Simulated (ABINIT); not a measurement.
## Quasiparticle gap of SnO2 (Cassiterite) in ABINIT

Wanted: ground state, empty states, screening and self-energy for SnO2 (Cassiterite).

Calculated with ABINIT 10.8.3; PBE and many-body steps on it, plane waves.

**The experiments to reproduce.**

- Gap 3.6 eV: experimental gap quoted from earlier work; bulk crystal (quoted in “Study on the Photocatalytic Properties of Flower-Shaped SnO2”, 2022, pmc:9565917).

## (1) Set-up

Symmetry: P4_2/mnm, No. 136, tetragonal system. Conventional cell: a = 4.738 Å, b = 4.738 Å, c = 3.187 Å, α = 90.00°, β = 90.00°, γ = 90.00°. Nearest to Sn lie 6 O at 2.05 to 2.06 Å. Nearest to O lie 3 Sn at 2.05 to 2.06 Å. Farther neighbours and most contacts between anions are not listed.

The cell and positions come from the Crystallography Open Database and are kept as given unless a step says otherwise.

## (2) Ground state

This step: ABINIT 10.8.3; DFT, PBE, plane waves, norm-conserving pseudopotentials.

The ground-state density comes first.

run.abi

```
acell 3*1.0 Angstrom
rprim 
  4.738000000000 0.000000000000 0.000000000000
  0.000000000000 4.738000000000 0.000000000000
  0.000000000000 0.000000000000 3.186500000000
ntypat 2
znucl 50 8
natom 6
typat 1 1 2 2 2 2
xred 
  0.000000000000 0.000000000000 0.000000000000
  0.500000000000 0.500000000000 0.500000000000
  0.307100000000 0.307100000000 0.000000000000
  0.192900000000 0.807100000000 0.500000000000
  0.692900000000 0.692900000000 0.000000000000
  0.807100000000 0.192900000000 0.500000000000
pp_dirpath "pseudos"
pseudos "Sn.upf, O.upf"
ecut 42
ngkpt 4 4 6
nshiftk 1
shiftk 0 0 0
kptopt 1
chksymbreak 0
nband 41
occopt 1
tolvrs 1e-10
nstep 60
prtwf 0
optforces 0
optstress 0
indata_prefix "in"
outdata_prefix "out"
tmpdata_prefix "tmp"
```

On the command line:

```console
$ OMP_NUM_THREADS=1 mpirun -n 8 abinit run.abi > log
```

Numbers of over 12 decimals in the logs are rounded to 6 here.

Log:

```text
.Version 10.8.3 of ABINIT. v10.8.2 released Aug 2026.

 Symmetries : space group P4_2/m n m (#136); Bravais tP (primitive tetrag.)
================================================================================
 Values of the parameters that define the memory need of the present run
     intxc =       0    ionmov =       0      iscf =       7    lmnmax =       6
     lnmax =       6     mgfft =      54  mpssoang =       3    mqgrid =    3001
     natom =       6  nloc_mem =       1    nspden =       1   nspinor =       1
    nsppol =       1      nsym =      16    n1xccc =    2501    ntypat =       2
    occopt =       1   xclevel =       2
-    mband =          41        mffmem =           1         mkmem =           3
       mpw =        6296          nfft =      104976          nkpt =          24
================================================================================
  Rough estimation (10% accuracy) of disk space for files :
================================================================================

--------------------------------------------------------------------------------
------------- Echo of variables that govern the present computation ------------
--------------------------------------------------------------------------------
 -outvars: echo values of preprocessed input variables --------
            acell      1.8897261259E+00  1.8897261259E+00  1.8897261259E+00 Bohr

      chksymbreak           0
             ecut      4.20000000E+01 Hartree
-          fftalg         312

              ixc     -101130
              kpt      0.00000000E+00  0.00000000E+00  0.00000000E+00
                       2.50000000E-01  0.00000000E+00  0.00000000E+00
                       5.00000000E-01  0.00000000E+00  0.00000000E+00
                       2.50000000E-01  2.50000000E-01  0.00000000E+00
                       5.00000000E-01  2.50000000E-01  0.00000000E+00
                       5.00000000E-01  5.00000000E-01  0.00000000E+00
                       0.00000000E+00  0.00000000E+00  1.66666667E-01
                       2.50000000E-01  0.00000000E+00  1.66666667E-01
                       5.00000000E-01  0.00000000E+00  1.66666667E-01
   [... 13 further rows ...]
                       5.00000000E-01  2.50000000E-01  5.00000000E-01
                       5.00000000E-01  5.00000000E-01  5.00000000E-01
         kptrlatt        4    0    0      0    4    0      0    0    6
          kptrlen      3.58140895E+01
P           mkmem           3
            natom           6
            nband          41
            ngfft          54      54      36
             nkpt          24
            nstep          60
             nsym          16
           ntypat           2
              occ      2.000000  2.000000  2.000000  2.000000  2.000000  2.000000
                       2.000000  2.000000  2.000000  2.000000  2.000000  2.000000
                       2.000000  2.000000  2.000000  2.000000  2.000000  2.000000
                       2.000000  2.000000  2.000000  2.000000  2.000000  2.000000
                       2.000000  2.000000  2.000000  2.000000  2.000000  2.000000
                       2.000000  2.000000  2.000000  2.000000  0.000000  0.000000
                       0.000000  0.000000  0.000000  0.000000  0.000000
        optforces           0
        optstress           0
            prtwf           0
            rprim      4.7380000000E+00  0.0000000000E+00  0.0000000000E+00
[...]
spgroup         136

           tolvrs      1.00000000E-10

             xred      0.0000000000E+00  0.0000000000E+00  0.0000000000E+00
[...]
znucl       50.00000    8.00000

================================================================================

 chkinp: Checking input parameters for consistency.

================================================================================
== DATASET  1 ==================================================================
-   mpi_nproc: 8, omp_nthreads: 1 (-1 if OMP is not activated)

--- !DatasetInfo
iteration_state: {dtset: 1, }
dimensions: {natom: 6, nkpt: 24, mband: 41, nsppol: 1, nspinor: 1, nspden: 1, mpw: 6296, }
cutoff_energies: {ecut:  42.0, pawecutdg:  -1.0, }
electrons: {nelect:   6.80000000E+01, charge:   0.00000000E+00, occopt:   1.00000000E+00, tsmear:   1.00000000E-02, }

 Real(R)+Recip(G) space primitive vectors, cartesian coordinates (Bohr,Bohr^-1):
 R(1)=  8.9535224  0.0000000  0.0000000  G(1)=  0.1116879  0.0000000  0.0000000
 R(2)=  0.0000000  8.9535224  0.0000000  G(2)=  0.0000000  0.1116879  0.0000000
 R(3)=  0.0000000  0.0000000  6.0216123  G(3)=  0.0000000  0.0000000  0.1660685
 Unit cell volume ucvol=  4.8272594E+02 bohr^3
 Angles (23,13,12)=  9.00000000E+01  9.00000000E+01  9.00000000E+01 degrees

 getcut: wavevector=  0.0000  0.0000  0.0000  ngfft=  54  54  36
         ecut(hartree)=     42.000   => boxcut(ratio)=   2.04927

--- Pseudopotential description ------------------------------------------------
- Sn Generated using ONCVPSP code by D. R. Hamann
- 50.00000  22.00000  171031                  znucl, zion, pspdat
12 -101130 2 -1 1628                          pspcod,pspxc,lmax,lloc,mmax
     nproj     2     2     2
  pspatm : epsatm=   27.31087254
         --- l  ekb(1:nproj) -->
[...]
pspatm: atomic psp has been read  and splines computed

- O Generated using ONCVPSP code by D. R. Hamann
-  8.00000   6.00000  171031                  znucl, zion, pspdat
12 -101130 2 -1 936                           pspcod,pspxc,lmax,lloc,mmax
     nproj     2     2     1
  pspatm : epsatm=    6.17005460
         --- l  ekb(1:nproj) -->
[...]
2   -1.331955
 pspatm: atomic psp has been read  and splines computed

   5.39253352E+03                                ecore*ucvol(ha*bohr**3)
--------------------------------------------------------------------------------

_setup2: Arith. and geom. avg. npw (full set) are    6276.344    6276.333

================================================================================

--- !BeginCycle
iteration_state: {dtset: 1, }
solver: {iscf: 7, nstep: 60, nline: 4, wfoptalg: 0, }
tolerances: {tolvrs: 1.00E-10, }

     iter   Etot(hartree)      deltaE(h)  residm     vres2
 ETOT  1  -508.63668929118    -5.086E+02 2.196E-01 1.209E+03
 ETOT  2  -509.05887037937    -4.222E-01 2.857E-02 1.183E+03
 ETOT  3  -509.49154456592    -4.327E-01 1.897E-02 1.499E+01
 ETOT  4  -509.49543743827    -3.893E-03 3.404E-03 1.151E+00
 ETOT  5  -509.49584511455    -4.077E-04 2.068E-03 8.763E-02
 ETOT  6  -509.49586478160    -1.967E-05 8.917E-04 2.898E-03
 ETOT  7  -509.49586499951    -2.179E-07 7.431E-04 2.571E-05
 ETOT  8  -509.49586500294    -3.432E-09 4.302E-04 5.826E-07
 ETOT  9  -509.49586500302    -8.112E-11 3.204E-04 3.678E-08
 ETOT 10  -509.49586500301     1.000E-11 2.448E-04 1.148E-09
 ETOT 11  -509.49586500304    -2.962E-11 2.319E-04 6.777E-11

 At SCF step   11       vres2   =  6.78E-11 < tolvrs=  1.00E-10 =>converged.

--- !ResultsGS
iteration_state: {dtset: 1, }
comment   : Summary of ground state results
lattice_vectors:
- [  8.9535224,   0.0000000,   0.0000000, ]
- [  0.0000000,   8.9535224,   0.0000000, ]
- [  0.0000000,   0.0000000,   6.0216123, ]
lattice_lengths: [   8.95352,    8.95352,    6.02161, ]
lattice_angles: [ 90.000,  90.000,  90.000, ] # degrees, (23, 13, 12)
lattice_volume:   4.8272594E+02
convergence: {deltae: -2.962E-11, res2:  6.777E-11, residm:  2.319E-04, diffor:  0.000E+00, }
etotal    :  -5.09495865E+02
entropy   :   0.00000000E+00
fermie    :   2.49058631E-01
cartesian_stress_tensor: null
pressure_GPa: null
xred      :
- [  0.0000E+00,   0.0000E+00,   0.0000E+00, Sn]
- [  5.0000E-01,   5.0000E-01,   5.0000E-01, Sn]
- [  3.0710E-01,   3.0710E-01,   0.0000E+00,  O]
- [  1.9290E-01,   8.0710E-01,   5.0000E-01,  O]
- [  6.9290E-01,   6.9290E-01,   0.0000E+00,  O]
- [  8.0710E-01,   1.9290E-01,   5.0000E-01,  O]
cartesian_forces: null
force_length_stats: {min: null, max: null, mean: null, }

 Integrated electronic density in atomic spheres:
 ------------------------------------------------
 Atom  Sphere_radius  Integrated_density
[...]
================================================================================

 ----iterations are completed or convergence reached----

 Mean square residual over all n,k,spin=   67.387E-08; max=  23.190E-05
 reduced coordinates (array xred) for    6 atoms
[...]
0.500000000000      0.500000000000      0.500000000000
       0.307100000000      0.307100000000      0.000000000000
       0.192900000000      0.807100000000      0.500000000000
       0.692900000000      0.692900000000      0.000000000000
       0.807100000000      0.192900000000      0.500000000000
 rms dE/dt=  0.0000E+00; max dE/dt=  0.0000E+00; dE/dt below (all hartree)
    1       0.000000000000      0.000000000000      0.000000000000
    2       0.000000000000      0.000000000000      0.000000000000
    3       0.000000000000      0.000000000000      0.000000000000
    4       0.000000000000      0.000000000000      0.000000000000
    5       0.000000000000      0.000000000000      0.000000000000
    6       0.000000000000      0.000000000000      0.000000000000

 cartesian coordinates (angstrom) at end:
    1      0.000000     0.000000     0.000000
    2      2.369000     2.369000     1.593250
    3      1.455040     1.455040     0.000000
    4      0.913960     3.824040     1.593250
    5      3.282960     3.282960     0.000000
    6      3.824040     0.913960     1.593250
 length scales=  1.889726125908  1.889726125908  1.889726125908 bohr
              =  1.000000000000  1.000000000000  1.000000000000 angstroms
 prteigrs : about to open file out_EIG
 Fermi (or HOMO) energy (hartree) =   0.24906   Average Vxc (hartree)=  -0.42434
 Eigenvalues (hartree) for nkpt=  24  k points:
 kpt#   1, nband= 41, wtk=  0.01042, kpt=  0.0000  0.0000  0.0000 (reduced coord)
  -4.45122   -4.45122   -2.82797   -2.82797   -2.82638   -2.82638   -2.82622   -2.82621
  -0.52850   -0.50088   -0.49067   -0.48981   -0.48981   -0.48655   -0.48526   -0.48206
  -0.48100   -0.48100   -0.44591   -0.37776   -0.37776   -0.31287   -0.04845    0.10009
   0.10009    0.10339    0.13529    0.17389    0.17716    0.20329    0.20329    0.22098
   0.22098    0.24906    0.29623    0.47480    0.48381    0.48381    0.63508    0.64049
   0.69479
 prteigrs : prtvol=0 or 1, do not print more k-points.

--- !EnergyTerms
iteration_state     : {dtset: 1, }
comment             : Components of total free energy in Hartree
kinetic             :  2.00434493866220E+02
hartree             :  1.58895150068906E+02
xc                  : -7.12084152047545E+01
Ewald energy        : -2.98339747503783E+02
psp_core            :  1.11710042103051E+01
local_psp           : -4.87139504680541E+02
non_local_psp       : -2.33088457593944E+01
total_energy        : -5.09495865003043E+02
total_energy_eV     : -1.38640887733280E+04
band_energy         : -6.12362511478776E+01

== END DATASET(S) ==============================================================
================================================================================

 -outvars: echo values of variables after computation  --------
           etotal     -5.0949586500E+02
            nband          41
             nkpt          24
          spgroup         136
 [... the other variables as echoed above ...]

 Calculation completed.
```

Elapsed: 38 s, on 8 MPI ranks of Arm Neoverse V1, shared host; peak memory 0.77 GiB; 5 min of CPU time.

This step gave:

```yaml
total_energy: -13864.0888 eV
gap: 1.284 eV
k_of_the_valence_top: 0, 0, 0
k_of_the_conduction_bottom: 0, 0, 0
least_direct_gap: 1.284 eV
```

The gap is direct, at Γ.

## (3) Empty states on the mesh, 2×2×4 mesh, 69 bands

The sums over transitions need many empty states on a uniform mesh; this step solves for them.

Edit run.abi of step 2 so:

```diff
@@ -19,3 +19,3 @@
 ecut 42
-ngkpt 4 4 6
+ngkpt 2 2 4
 nshiftk 1
@@ -24,9 +24,10 @@
 chksymbreak 0
-nband 41
-occopt 1
-tolvrs 1e-10
+iscf -2
+irdden 1
+istwfk *1
+nband 69
+nbdbuf 6
+tolwfr 1e-09
 nstep 60
-prtwf 0
-optforces 0
-optstress 0
+prtvol 0
 indata_prefix "in"
```

Log:

```text
.Version 10.8.3 of ABINIT. v10.8.2 released Aug 2026.

 Symmetries : space group P4_2/m n m (#136); Bravais tP (primitive tetrag.)
[... echo of the input left out ...]
== DATASET  1 ==================================================================
-   mpi_nproc: 8, omp_nthreads: 1 (-1 if OMP is not activated)
-    --> not optimal distribution: autoparal keyword recommended in input file <--

--- !DatasetInfo
iteration_state: {dtset: 1, }
dimensions: {natom: 6, nkpt: 9, mband: 69, nsppol: 1, nspinor: 1, nspden: 1, mpw: 6312, }
cutoff_energies: {ecut:  42.0, pawecutdg:  -1.0, }
electrons: {nelect:   6.80000000E+01, charge:   0.00000000E+00, occopt:   1.00000000E+00, tsmear:   1.00000000E-02, }

 Real(R)+Recip(G) space primitive vectors, cartesian coordinates (Bohr,Bohr^-1):
 R(1)=  8.9535224  0.0000000  0.0000000  G(1)=  0.1116879  0.0000000  0.0000000
 R(2)=  0.0000000  8.9535224  0.0000000  G(2)=  0.0000000  0.1116879  0.0000000
 R(3)=  0.0000000  0.0000000  6.0216123  G(3)=  0.0000000  0.0000000  0.1660685
 Unit cell volume ucvol=  4.8272594E+02 bohr^3
 Angles (23,13,12)=  9.00000000E+01  9.00000000E+01  9.00000000E+01 degrees

 getcut: wavevector=  0.0000  0.0000  0.0000  ngfft=  54  54  36
         ecut(hartree)=     42.000   => boxcut(ratio)=   2.04927

--- Pseudopotential description ------------------------------------------------
- Sn Generated using ONCVPSP code by D. R. Hamann
- 50.00000  22.00000  171031                  znucl, zion, pspdat
12 -101130 2 -1 1628                          pspcod,pspxc,lmax,lloc,mmax
     nproj     2     2     2
  pspatm : epsatm=   27.31087254
         --- l  ekb(1:nproj) -->
             0    9.701792   -0.671203
             1    4.046855   -0.266328
             2   -2.346641   -0.600143
 pspatm: atomic psp has been read  and splines computed

- O Generated using ONCVPSP code by D. R. Hamann
-  8.00000   6.00000  171031                  znucl, zion, pspdat
12 -101130 2 -1 936                           pspcod,pspxc,lmax,lloc,mmax
     nproj     2     2     1
  pspatm : epsatm=    6.17005460
         --- l  ekb(1:nproj) -->
[...]
2   -1.331955
 pspatm: atomic psp has been read  and splines computed

--------------------------------------------------------------------------------

================================================================================
 prteigrs : about to open file out_EIG
 Non-SCF case, kpt    1 (  0.00000  0.00000  0.00000), residuals and eigenvalues=
  3.57E-10  4.49E-10  1.57E-10  7.89E-10  1.64E-10  5.85E-10  8.98E-10  1.79E-10
  9.94E-11  3.15E-10  2.28E-10  1.62E-10  2.39E-10  2.27E-10  1.90E-10  2.30E-10
  7.51E-10  9.16E-10  6.80E-10  3.53E-10  6.53E-10  1.24E-10  2.99E-10  1.01E-10
[...]
8.36E-10  2.20E-08  1.40E-06  4.04E-05  1.54E-07
 -4.4512E+00 -4.4512E+00 -2.8280E+00 -2.8280E+00 -2.8264E+00 -2.8264E+00
 -2.8262E+00 -2.8262E+00 -5.2850E-01 -5.0088E-01 -4.9067E-01 -4.8981E-01
 -4.8981E-01 -4.8655E-01 -4.8526E-01 -4.8206E-01 -4.8100E-01 -4.8100E-01
[...]
1.0476E+00  1.0759E+00  1.0915E+00  1.1238E+00  1.2214E+00  1.2214E+00
  1.2553E+00  1.2553E+00  1.2594E+00  1.2900E+00  1.3615E+00  1.3615E+00
[...]
prteigrs : prtvol=0 or 1, do not print more k-points.

--- !ResultsGS
iteration_state: {dtset: 1, }
comment   : Summary of ground state results
lattice_vectors:
- [  8.9535224,   0.0000000,   0.0000000, ]
- [  0.0000000,   8.9535224,   0.0000000, ]
- [  0.0000000,   0.0000000,   6.0216123, ]
lattice_lengths: [   8.95352,    8.95352,    6.02161, ]
lattice_angles: [ 90.000,  90.000,  90.000, ] # degrees, (23, 13, 12)
lattice_volume:   4.8272594E+02
convergence: {deltae:  0.000E+00, res2:  0.000E+00, residm:  9.986E-10, diffor:  0.000E+00, }
etotal    :  -5.09495865E+02
entropy   :   0.00000000E+00
fermie    :   2.49058631E-01
cartesian_stress_tensor: null
pressure_GPa: null
xred      :
- [  0.0000E+00,   0.0000E+00,   0.0000E+00, Sn]
- [  5.0000E-01,   5.0000E-01,   5.0000E-01, Sn]
- [  3.0710E-01,   3.0710E-01,   0.0000E+00,  O]
- [  1.9290E-01,   8.0710E-01,   5.0000E-01,  O]
- [  6.9290E-01,   6.9290E-01,   0.0000E+00,  O]
- [  8.0710E-01,   1.9290E-01,   5.0000E-01,  O]
cartesian_forces: null
force_length_stats: {min: null, max: null, mean: null, }

 Integrated electronic density in atomic spheres:
 ------------------------------------------------
 Atom  Sphere_radius  Integrated_density
[...]
================================================================================

 ----iterations are completed or convergence reached----

 Mean square residual over all n,k,spin=   45.308E-11; max=  99.857E-11
 reduced coordinates (array xred) for    6 atoms
[...]
0.692900000000      0.692900000000      0.000000000000
       0.807100000000      0.192900000000      0.500000000000

 cartesian coordinates (angstrom) at end:
    1      0.000000     0.000000     0.000000
    2      2.369000     2.369000     1.593250
    3      1.455040     1.455040     0.000000
    4      0.913960     3.824040     1.593250
    5      3.282960     3.282960     0.000000
    6      3.824040     0.913960     1.593250
 length scales=  1.889726125908  1.889726125908  1.889726125908 bohr
              =  1.000000000000  1.000000000000  1.000000000000 angstroms
 prteigrs : about to open file out_EIG
 Eigenvalues (hartree) for nkpt=   9  k points:
 kpt#   1, nband= 69, wtk=  0.06250, kpt=  0.0000  0.0000  0.0000 (reduced coord)
[...]
0.97407    0.97407    0.98285    0.98285    1.02625    1.02625    1.04763    1.07586
   1.09149    1.12377    1.22145    1.22145    1.25530    1.25530    1.25938    1.28996
   1.36149    1.36149    1.38817    1.41159    1.41315
 prteigrs : prtvol=0 or 1, do not print more k-points.

== END DATASET(S) ==============================================================
================================================================================

 -outvars: echo values of variables after computation  --------
            nband          69
             nkpt           9
          spgroup         136
 [... the other variables as echoed above ...]

 Calculation completed.
```

Run time: 22 s. Hardware: 8 MPI ranks; peak memory 0.58 GiB; 2.9 min of CPU time.

This step gave:

* gap: 1.284 eV
* k of the valence top: 0, 0, 0
* k of the conduction bottom: 0, 0, 0
* least direct gap: 1.284 eV
* k points computed: 9
* lowest point of the top converged band, above the valence top: 27.03 eV

On this mesh the gap is 1.284 eV.

(Part 1 of 2 ends here.)

[Paths, hosts, dates, memory and timing lines, banners, echoed tables and standing remarks are left out of the program output.]

[Logs are printed without paths, hosts, clocks, repeated set-up lines and the standing remarks that a program may print on its own settings, such as how far it seeks lower states.]

[Runs of the session that timed out or met a known fault of the program may be left out.]

[Hosts, paths, dates, database ids (printed as entryN), source tags and the programs' standing remarks are cut or masked in the printed files.]

[G0W0 gaps are taken among the corrected bands and points alone; a level outside them can change the order at an edge.]

[Where Ansatz stands beside ABINIT at settings called matched, ABINIT's density can come from a denser mesh and the files from another edition; pairs whose starting gaps differed by over 0.03 eV were left out, so agreement reads better than it is.]
